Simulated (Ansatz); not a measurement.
## Elastic response of amorphous carbon (207 atoms)

Aim: relax amorphous carbon (207 atoms), then change its volume and shape to read moduli from the stress.

Main program and level: Ansatz 0.2.0; Kohn-Sham DFT, LDA, PAW (set soft_2), plane waves.

## Step 1: Starting point

The cell holds 207 atoms: 207 C. Cell: a = 12.722 Å, b = 12.722 Å, c = 12.722 Å, α = 90.0°, β = 90.0°, γ = 90.0°. 207 atoms (207 C) placed at random at 2 g/cm³, melted at 6000 K for 10 ps at fixed volume with the Tersoff potential (Tersoff, Phys. Rev. B 39, 5566 (1989)). Quenched from 6000 K to 300 K at 200 K/ps and fixed volume, held 5 ps, then minimised at fixed cell.

Limits known from the start: The quench rate of 200 K/ps is many orders above laboratory rates, so the cell is likely richer in defects and strain than a real sample. The network of bonds at the start is that of the classical potential that made the cell, and needn't be the one that DFT or experiment would give. The Brillouin zone is sampled at Γ only.

## Step 2: Single point at the start

A single point comes first, to see the forces before anything moves.

Input file input.yaml:

```yaml
crystal:
  lattice:
    - [12.7222, 0.0, 0.0]
    - [0.0, 12.7222, 0.0]
    - [0.0, 0.0, 12.7222]
  atoms:
    - { symbol: C, position: [0.23524, 0.09502, 0.36744] }
    - { symbol: C, position: [0.62445, 0.92175, 0.4928] }
    - { symbol: C, position: [0.65841, 0.73897, 0.03524] }
    - { symbol: C, position: [0.01331, 0.52612, 0.28128] }
    - { symbol: C, position: [0.88979, 0.11004, 0.33482] }
    - { symbol: C, position: [0.73252, 0.22093, 0.39289] }
    - { symbol: C, position: [0.66338, 0.39894, 0.45122] }
    - { symbol: C, position: [0.97625, 0.0961, 0.75709] }
    - { symbol: C, position: [0.76432, 0.83588, 0.66664] }
    - { symbol: C, position: [0.54007, 0.9755, 0.92286] }
    - { symbol: C, position: [0.93424, 0.27107, 0.65772] }
    - { symbol: C, position: [0.58286, 0.73009, 0.45045] }
    - { symbol: C, position: [0.10922, 0.79564, 0.13794] }
    - { symbol: C, position: [0.37083, 0.34251, 0.26528] }
    - { symbol: C, position: [0.34713, 0.23266, 0.4769] }
    - { symbol: C, position: [0.76562, 0.03097, 0.64988] }
    - { symbol: C, position: [0.61212, 0.02104, 0.00972] }
    - { symbol: C, position: [0.69429, 0.40508, 0.09362] }
    - { symbol: C, position: [0.50841, 0.5584, 0.89698] }
    - { symbol: C, position: [0.6714, 0.63481, 0.97561] }
    - { symbol: C, position: [0.03719, 0.36921, 0.06139] }
    - { symbol: C, position: [0.12455, 0.24039, 0.50474] }
    - { symbol: C, position: [0.89914, 0.17334, 0.70739] }
    - { symbol: C, position: [0.76502, 0.04382, 0.19491] }
    - { symbol: C, position: [0.86651, 0.93642, 0.8039] }
    - { symbol: C, position: [0.14798, 0.52637, 0.14614] }
    - { symbol: C, position: [0.39027, 0.31542, 0.82178] }
    - { symbol: C, position: [0.12544, 0.70378, 0.77199] }
    - { symbol: C, position: [0.72818, 0.62816, 0.74244] }
    - { symbol: C, position: [0.49411, 0.93856, 0.16774] }
    - { symbol: C, position: [0.95222, 0.44985, 0.75007] }
    - { symbol: C, position: [0.74897, 0.80266, 0.06058] }
    [... 169 atom lines left out ...]
    - { symbol: C, position: [0.23638, 0.91223, 0.92517] }
    - { symbol: C, position: [0.08532, 0.29774, 0.24109] }
    - { symbol: C, position: [0.45271, 0.40324, 0.78101] }
    - { symbol: C, position: [0.32995, 0.88612, 0.27337] }
    - { symbol: C, position: [0.15464, 0.63166, 0.68465] }
    - { symbol: C, position: [0.24244, 0.57162, 0.10534] }
kpoints:
  mp_grid: { grid: [1, 1, 1] }
hamiltonian:
  xc: lda
scf:
  occupations: { method: fermi_dirac, width: 0.025 }
output:
  forces: true
```

Launch:

```sh
$ ansatz run input.yaml --threads 8 --pin off --max-ram 15872MiB --backend cpu --events-out ev --progress --plain --runs-dir out
```

Numbers of over 12 decimals in the logs are rounded to 6 here.

The program printed:

```text
[...]
Pseudopotentials: kind: paw
Pseudopotential: C, paw, valence charge 4, recommended cutoff 420 eV (normal), C.paw.azcp
[... 3 lines on functional and potentials left out ...]
Crystal: 207 atoms, lattice volume = 2059.144 Å³
Basis set: ecut = 420 eV, 40243 PW (Γ)
Bands: 621, of which v1, the nominal top of the filled ones, is band 414 counted from 1 (413 counted from 0)
Symmetry: 1 space group operations
Space group: P1 (ITA 1), of the structure as read, at distance tolerance 1.3e-4 Å
k-points: 1
[... 4 lines on functional and potentials left out ...]
Initial density: superposition of atomic densities (neutral atoms: chi_scale 0, normalization atom), corrected by the library's trained network
Initial wavefunctions: pseudopotential atomic-orbital guess
[...]
SCF iter   1: F=—  HF=-50064.127948 eV  |F-HF|=—  |Δ(HF+E_count)|=         —  Δρ=1.83e-2  dr2=1.55e1  ethr=1.77e-3  ⟨swp⟩=5.0  Hψ=2479  notcnv=0  defer=171
preconditioner: auto → LDOS  [metal: Δε(μ)=0.022 eV  Ē_g=13.066 eV  σ=0.025 eV  W_gap=0.22  n_scr=460 (ndim 8)  ℏωp=23.5 eV  f_vac=0.077  D(μ)=87.70/eV (n_scr^D=738)  β→1.0]
[...]
SCF iter  15: F=—  HF=-50062.515789 eV  |F-HF|=—  |Δ(HF+E_count)|=   7.83e-8  Δρ=2.47e-6  dr2=2.30e-7  ethr=1.10e-10  ⟨swp⟩=2.0  Hψ=779  notcnv=0  defer=179
SCF iter  16: F=-50062.515788 eV  HF=-50062.515789 eV  |F-HF|=6.30e-8  |Δ(HF+E_count)|=   1.63e-8  Δρ=1.41e-6  dr2=7.41e-8  ethr=1.21e-11  ⟨swp⟩=3.0  Hψ=1378  notcnv=0
SCF 1 converged in 16 iterations: F = -50062.515788 eV  dr2 = 7.41e-8
[...]
SCF converged after 16 iterations
Free energy (F): -50062.515788 eV
Harris-Foulkes:  -50062.515789 eV  (|F-HF|=6.30e-8)
Internal energy: -50062.300759 eV  (E = F + TS)
E sigma→0 (E₀):  -50062.408274 eV
Entropy (-TS):   -0.215029 eV (-1.039 meV/atom)
Fermi energy:    5.242142 eV
--- Per-component energies (eV) ---
[...]
Σ components = -50062.515788   (vs F -50062.515788, Δ=0.00e0)
--- Forces (eV/Å), atoms counted from 1 ---
  atom   1  C     -0.23235244     1.48836513    -0.96015099
  atom   2  C      1.32485177    -2.42566700     0.72408370
  atom   3  C     -1.32789853    -3.08008698    -2.27523186
  atom   4  C     -1.77982734     0.00572286    -1.45070286
[...]
atom 207  C      0.64224092     0.07903867     0.82261964
  max |Σ_I F_I| component: 4.69e-5 eV/Å
```

Elapsed: 25 s, on 8 threads of Arm Neoverse V1, shared host; peak memory 3 GiB.

In the SCF lines HF is the Harris–Foulkes energy and dr2 the Hartree energy of the density residual, in eV; the loop may stop once dr2 is under the threshold and the program's other checks hold. Hψ counts applications of the Hamiltonian.

The r.m.s. force at the start is 1.5 eV/Å.

## Step 3: Cell and atoms relaxed

Cell and atoms are freed together, to release stress as well as forces.

Input file input.yaml:

```yaml
crystal:
  lattice:
    - [12.7222, 0.0, 0.0]
    - [0.0, 12.7222, 0.0]
    - [0.0, 0.0, 12.7222]
  atoms:
    [... the 207 atom lines of step 2 ...]
kpoints:
  mp_grid: { grid: [1, 1, 1] }
hamiltonian:
  xc: lda
scf:
  occupations: { method: fermi_dirac, width: 0.025 }
output:
  forces: true
relax:
  f_tol: 0.05
  max_steps: 150
  cell: {}
```

The program printed:

```text
[...]
Crystal: 207 atoms, lattice volume = 2059.144 Å³
Basis set: ecut = 420 eV, 40243 PW (Γ)
Bands: 621, of which v1, the nominal top of the filled ones, is band 414 counted from 1 (413 counted from 0)
Symmetry: 1 space group operations
[...]
k-points: 1
[...]
SCF iter   1: F=—  HF=-50064.127948 eV  |F-HF|=—  |Δ(HF+E_count)|=         —  Δρ=1.83e-2  dr2=1.55e1  ethr=1.77e-3  ⟨swp⟩=5.0  Hψ=2479  notcnv=0  defer=171
[...]
SCF iter  15: F=—  HF=-50062.515789 eV  |F-HF|=—  |Δ(HF+E_count)|=   7.82e-8  Δρ=2.47e-6  dr2=2.29e-7  ethr=1.10e-10  ⟨swp⟩=2.0  Hψ=779  notcnv=0  defer=179
SCF iter  16: F=-50062.515788 eV  HF=-50062.515789 eV  |F-HF|=6.29e-8  |Δ(HF+E_count)|=   1.63e-8  Δρ=1.41e-6  dr2=7.41e-8  ethr=1.21e-11  ⟨swp⟩=3.0  Hψ=1378  notcnv=0
SCF 1 converged in 16 iterations: F = -50062.515788 eV  dr2 = 7.41e-8
[...]
relax step   1: F+E_penalty+E_count = -50062.51578849 eV  Δ(F+E_penalty+E_count) = +0.000e0 eV  max|allowed force component| = 4.836e0 eV/Å  Δτ_max = 0.0000 Å  P = -29.025 GPa  Ω = 2059.144 Å³  (16 SCF iters, dr2 threshold 1.00e-7 eV, accepted)
[... from here on, the SCF cycles and remarks between the steps are left out ...]
relax step   2: F+E_penalty+E_count = -50103.24491633 eV  Δ(F+E_penalty+E_count) = -4.073e1 eV  max|allowed force component| = 3.657e0 eV/Å  Δτ_max = 0.1949 Å  P = -11.913 GPa  Ω = 1870.375 Å³  energy of the carried Pulay correction = +8.269e-1 eV  (10 SCF iters, dr2 threshold 2.07e-5 eV, accepted)
relax step   3: F+E_penalty+E_count = -50114.17995515 eV  Δ(F+E_penalty+E_count) = -1.094e1 eV  max|allowed force component| = 2.294e0 eV/Å  Δτ_max = 0.1986 Å  P = +6.740 GPa  Ω = 1735.908 Å³  energy of the carried Pulay correction = +1.466e0 eV  (11 SCF iters, dr2 threshold 2.07e-5 eV, accepted)
relax step   4: F+E_penalty+E_count = -50116.73431094 eV  Δ(F+E_penalty+E_count) = -2.554e0 eV  max|allowed force component| = 1.146e0 eV/Å  Δτ_max = 0.1085 Å  P = +1.005 GPa  Ω = 1765.724 Å³  energy of the carried Pulay correction = +1.321e0 eV  (9 SCF iters, dr2 threshold 2.07e-5 eV, accepted)
relax step   5: F+E_penalty+E_count = -50118.55805077 eV  Δ(F+E_penalty+E_count) = -1.824e0 eV  max|allowed force component| = 1.489e0 eV/Å  Δτ_max = 0.1963 Å  P = -1.194 GPa  Ω = 1775.140 Å³  energy of the carried Pulay correction = +1.275e0 eV  (9 SCF iters, dr2 threshold 2.07e-5 eV, accepted)
relax step   6: F+E_penalty+E_count = -50120.19456381 eV  Δ(F+E_penalty+E_count) = -1.637e0 eV  max|allowed force component| = 3.263e0 eV/Å  Δτ_max = 0.1976 Å  P = -1.576 GPa  Ω = 1773.130 Å³  energy of the carried Pulay correction = +1.285e0 eV  (8 SCF iters, dr2 threshold 2.07e-5 eV, accepted)
relax step   7: F+E_penalty+E_count = -50121.75034666 eV  Δ(F+E_penalty+E_count) = -1.556e0 eV  max|allowed force component| = 3.050e0 eV/Å  Δτ_max = 0.1949 Å  P = -0.906 GPa  Ω = 1765.326 Å³  energy of the carried Pulay correction = +1.323e0 eV  (9 SCF iters, dr2 threshold 2.07e-5 eV, accepted)
relax step   8: F+E_penalty+E_count = -50123.14050333 eV  Δ(F+E_penalty+E_count) = -1.390e0 eV  max|allowed force component| = 1.460e0 eV/Å  Δτ_max = 0.1979 Å  P = +0.499 GPa  Ω = 1754.549 Å³  energy of the carried Pulay correction = +1.375e0 eV  (8 SCF iters, dr2 threshold 2.07e-5 eV, accepted)
relax step   9: F+E_penalty+E_count = -50123.84786710 eV  Δ(F+E_penalty+E_count) = -7.074e-1 eV  max|allowed force component| = 1.350e0 eV/Å  Δτ_max = 0.1816 Å  P = +0.524 GPa  Ω = 1753.296 Å³  energy of the carried Pulay correction = +1.381e0 eV  (7 SCF iters, dr2 threshold 2.07e-5 eV, accepted)
relax step  10: F+E_penalty+E_count = -50124.29569353 eV  Δ(F+E_penalty+E_count) = -4.478e-1 eV  max|allowed force component| = 1.167e0 eV/Å  Δτ_max = 0.1951 Å  P = -0.263 GPa  Ω = 1757.273 Å³  energy of the carried Pulay correction = +1.362e0 eV  (7 SCF iters, dr2 threshold 2.07e-5 eV, accepted)
relax step  11: F+E_penalty+E_count = -50124.50804981 eV  Δ(F+E_penalty+E_count) = -2.124e-1 eV  max|allowed force component| = 2.338e0 eV/Å  Δτ_max = 0.1947 Å  P = -0.476 GPa  Ω = 1755.192 Å³  energy of the carried Pulay correction = +1.372e0 eV  (8 SCF iters, dr2 threshold 2.07e-5 eV, accepted)
relax step  12: F+E_penalty+E_count = -50124.82728356 eV  Δ(F+E_penalty+E_count) = -3.192e-1 eV  max|allowed force component| = 1.607e0 eV/Å  Δτ_max = 0.0879 Å  P = +0.761 GPa  Ω = 1747.786 Å³  energy of the carried Pulay correction = +1.408e0 eV  (8 SCF iters, dr2 threshold 2.07e-5 eV, accepted)
relax step  13: F+E_penalty+E_count = -50125.13469986 eV  Δ(F+E_penalty+E_count) = -3.074e-1 eV  max|allowed force component| = 1.024e0 eV/Å  Δτ_max = 0.0561 Å  P = -0.115 GPa  Ω = 1752.234 Å³  energy of the carried Pulay correction = +1.386e0 eV  (7 SCF iters, dr2 threshold 2.07e-5 eV, accepted)
[...]
relax step  47: F+E_penalty+E_count = -50133.75894862 eV  Δ(F+E_penalty+E_count) = +1.539e-2 eV  max|allowed force component| = 6.442e-1 eV/Å  Δτ_max = 0.0928 Å  P = +0.026 GPa  Ω = 1728.676 Å³  energy of the carried Pulay correction = +1.502e0 eV  (6 SCF iters, dr2 threshold 2.07e-5 eV, rejected (line search))
relax step  48: F+E_penalty+E_count = -50133.84760006 eV  Δ(F+E_penalty+E_count) = -7.326e-2 eV  max|allowed force component| = 8.953e-1 eV/Å  Δτ_max = 0.0398 Å  P = +0.163 GPa  Ω = 1728.911 Å³  energy of the carried Pulay correction = +1.501e0 eV  (12 SCF iters, accepted)
[...]
relax step  54: F+E_penalty+E_count = -50133.20626969 eV  Δ(F+E_penalty+E_count) = +7.010e-1 eV  max|allowed force component| = 3.997e-2 eV/Å  Δτ_max = 0.0000 Å  P = -0.683 GPa  Ω = 1730.047 Å³  stress off target by 7.41e-1 GPa  SCF on the basis re-selected at this cell (its energy is not comparable with the rows above)  (7 SCF iters)
[...]
relax step  59: F+E_penalty+E_count = -50133.29415546 eV  Δ(F+E_penalty+E_count) = +7.111e-3 eV  max|allowed force component| = 1.519e0 eV/Å  Δτ_max = 0.1941 Å  P = -0.725 GPa  Ω = 1728.162 Å³  energy of the carried Pulay correction = +9.887e-3 eV  (7 SCF iters, dr2 threshold 2.07e-5 eV, rejected (line search))
relax step  60: F+E_penalty+E_count = -50133.36346002 eV  Δ(F+E_penalty+E_count) = -6.219e-2 eV  max|allowed force component| = 7.107e-1 eV/Å  Δτ_max = 0.0738 Å  P = +1.439 GPa  Ω = 1714.492 Å³  energy of the carried Pulay correction = +7.527e-2 eV  (13 SCF iters, rejected (line search))
relax step  61: F+E_penalty+E_count = -50133.39559069 eV  Δ(F+E_penalty+E_count) = -9.432e-2 eV  max|allowed force component| = 3.783e-1 eV/Å  Δτ_max = 0.0360 Å  P = -0.036 GPa  Ω = 1724.206 Å³  energy of the carried Pulay correction = +2.872e-2 eV  (13 SCF iters, accepted)
[...]
relax step  73: F+E_penalty+E_count = -50133.65176543 eV  Δ(F+E_penalty+E_count) = -5.813e-2 eV  max|allowed force component| = 5.169e-1 eV/Å  Δτ_max = 0.0312 Å  P = -0.143 GPa  Ω = 1722.897 Å³  energy of the carried Pulay correction = +3.549e-2 eV  (5 SCF iters, dr2 threshold 2.07e-5 eV, accepted)
relax step  74: F+E_penalty+E_count = -50133.66604075 eV  Δ(F+E_penalty+E_count) = -1.428e-2 eV  max|allowed force component| = 5.285e-1 eV/Å  Δτ_max = 0.0419 Å  P = -0.209 GPa  Ω = 1723.344 Å³  energy of the carried Pulay correction = +3.326e-2 eV  (6 SCF iters, dr2 threshold 1.67e-5 eV, accepted)
relax step  75: F+E_penalty+E_count = -50133.69069182 eV  Δ(F+E_penalty+E_count) = -2.465e-2 eV  max|allowed force component| = 3.186e-1 eV/Å  Δτ_max = 0.0362 Å  P = +0.353 GPa  Ω = 1720.226 Å³  energy of the carried Pulay correction = +4.822e-2 eV  (6 SCF iters, dr2 threshold 1.75e-5 eV, accepted)
relax step  76: F+E_penalty+E_count = -50133.69155826 eV  Δ(F+E_penalty+E_count) = -8.664e-4 eV  max|allowed force component| = 1.635e-1 eV/Å  Δτ_max = 0.0176 Å  P = +0.031 GPa  Ω = 1721.724 Å³  energy of the carried Pulay correction = +4.108e-2 eV  (6 SCF iters, dr2 threshold 6.34e-6 eV, accepted)
relax step  77: F+E_penalty+E_count = -50133.68942567 eV  Δ(F+E_penalty+E_count) = +2.133e-3 eV  max|allowed force component| = 1.695e-1 eV/Å  Δτ_max = 0.0079 Å  P = -0.182 GPa  Ω = 1723.030 Å³  energy of the carried Pulay correction = +3.478e-2 eV  (6 SCF iters, dr2 threshold 1.67e-6 eV, accepted)
relax step  78: F+E_penalty+E_count = -50133.69739250 eV  Δ(F+E_penalty+E_count) = -7.967e-3 eV  max|allowed force component| = 1.107e-1 eV/Å  Δτ_max = 0.0066 Å  P = -0.007 GPa  Ω = 1721.974 Å³  energy of the carried Pulay correction = +3.985e-2 eV  (6 SCF iters, dr2 threshold 1.80e-6 eV, accepted)
relax step  79: F+E_penalty+E_count = -50133.70053072 eV  Δ(F+E_penalty+E_count) = -3.138e-3 eV  max|allowed force component| = 8.058e-2 eV/Å  Δτ_max = 0.0122 Å  P = +0.041 GPa  Ω = 1721.677 Å³  energy of the carried Pulay correction = +4.128e-2 eV  (7 SCF iters, dr2 threshold 7.66e-7 eV, accepted)
relax step  80: F+E_penalty+E_count = -50133.70153672 eV  Δ(F+E_penalty+E_count) = -1.006e-3 eV  max|allowed force component| = 4.779e-2 eV/Å  Δτ_max = 0.0148 Å  P = +0.032 GPa  Ω = 1721.680 Å³  energy of the carried Pulay correction = +4.126e-2 eV  (7 SCF iters, dr2 threshold 4.06e-7 eV, accepted)
relax step  81: F+E_penalty+E_count = -50133.65846134 eV  Δ(F+E_penalty+E_count) = +4.308e-2 eV  max|allowed force component| = 4.771e-2 eV/Å  Δτ_max = 0.0000 Å  P = +0.013 GPa  Ω = 1721.680 Å³  stress off target by 4.31e-2 GPa  SCF on the basis re-selected at this cell (its energy is not comparable with the rows above)  (7 SCF iters)
[...]
SCF converged after 7 iterations
Free energy (F): -50133.658461 eV
[...]
Internal energy: -50133.597832 eV  (E = F + TS)
E sigma→0 (E₀):  -50133.628147 eV
Entropy (-TS):   -0.060629 eV (-0.293 meV/atom)
Fermi energy:    7.464129 eV
[...]
Σ components = -50133.658461   (vs F -50133.658461, Δ=0.00e0)
--- Forces (eV/Å), atoms counted from 1 ---
  atom   1  C      0.00063574    -0.00181591     0.00083298
  atom   2  C     -0.00531338     0.00840528    -0.00129641
  atom   3  C     -0.00698893    -0.00240773     0.01605731
  atom   4  C      0.00059544     0.00058982     0.00169691
[...]
atom 207  C      0.00162025    -0.00025553     0.00091877
  max |Σ_I F_I| component: 2.75e-5 eV/Å
--- Stress (GPa, compression-positive) ---
       -0.010726      -0.020769      -0.018846
       -0.020769       0.013363      -0.002045
       -0.018846      -0.002045       0.035304
  P = ⅓ Tr σ = 0.0126 GPa (0.126 kbar)
--- Relaxed structure (79 steps of the walk, 75 accepted, 2 SCFs on fresh bases) ---
  F+E_penalty+E_count = -50133.65846134 eV   max|allowed force component| = 4.771e-2 eV/Å   (the final SCF, on the basis selected at the relaxed cell)
  cell:  # Å, volume = 1721.6800 Å³
    - [11.724029, 0.00324076, -0.190580]
    - [0.00324076, 11.992199, 0.241006]
    - [-0.190580, 0.241006, 12.253449]
  atoms:
    - { symbol: C, position: [0.222582, 0.102567, 0.374476] }
    - { symbol: C, position: [0.630420, 0.926427, 0.489861] }
    - { symbol: C, position: [0.661503, 0.706191, 0.026128] }
    - { symbol: C, position: [0.018824, 0.509418, 0.272302] }
[...]
- { symbol: C, position: [0.245704, 0.629107, 0.140346] }
```

The job ended after 28 min (8 threads; peak memory 3.1 GiB).

The relaxation converged after 79 steps, with a largest force component of 0.048 eV/Å.

(Continued in part 2 of 3.)

[Logs are printed without paths, hosts, clocks, repeated set-up lines and the standing remarks that a program may print on its own settings, such as how far it seeks lower states.]

[Hosts, paths, dates, database ids (printed as entryN), source tags and the programs' standing remarks are cut or masked in the printed files.]
